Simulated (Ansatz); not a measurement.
**Ti (P6_3/mmc): Drude plasma energy along x against volume**

The cell of Ti (P6_3/mmc) is scaled evenly and the response computed anew at each volume, on one mesh. x, y and z are the Cartesian axes of the input cell.

Cell: a, b, c = 2.950, 2.950, 4.680 Å (primitive vectors), 2 atoms.

Method: Ansatz 0.2.0, PBE, independent particles, k-mesh 18×18×9 with interpolation inside its cells, Gaussian parameter 0.1 eV.

Launch of the response step: `ansatz run input.yaml --threads 4 --pin off --max-ram 8192MiB --backend cpu --events-out ev --progress --plain --runs-dir out`. The series took 2.5 min in all, on 4 threads of Intel(R) Xeon(R) Platinum 8375C CPU @ 2.90GHz (Ice Lake), on a shared host.

```tsv
V/V₀	V (Å³, primitive cell)	Drude plasma energy along x (eV)
0.94	33.15	?
0.96	33.86	3.890
0.98	34.57	3.825
1.00	35.27	3.763
1.02	35.98	3.703
1.04	36.68	3.645
1.06	37.39	3.590
```

For small changes the quantity should be close to linear in ln V.

Working, on the rows shown:

| x = ln(V/V₀) | y = Drude plasma energy along x |
| --- | --- |
| -0.040822 | 3.89 |
| -0.0202027 | 3.825 |
| 0 | 3.763 |
| 0.0198026 | 3.703 |
| 0.0392207 | 3.645 |
| 0.0582689 | 3.59 |

Means: x̄ = 0.0093779, ȳ = 3.736. Σ(x − x̄)(y − ȳ) = -0.02081, Σ(x − x̄)² = 0.006873. Slope = -0.02081 / 0.006873 = -3.029; intercept = ȳ − slope · x̄ = 3.7644. The line misses the rows shown by at most 0.0021 eV.

Predict the last column of the withheld row from the fit.

At x = -0.061875 the line gives y = 3.9518 eV. The run gave 3.957 eV, so the extrapolation is off by 0.0052 eV, 1.4 % of the range in the table.

Between the rows on either side of x = 0 the slope is (3.703 − 3.825) / (0.019803 − (-0.020203)) = -3.05. So d ln ωp/d ln V = -0.81; free electrons would give −0.50. The values come from a sum over the points of one k-mesh and carry its error, which is largest for Fermi-surface quantities.

[Logs are printed without paths, hosts, clocks, repeated set-up lines and the standing remarks that a program may print on its own settings, such as how far it seeks lower states.]
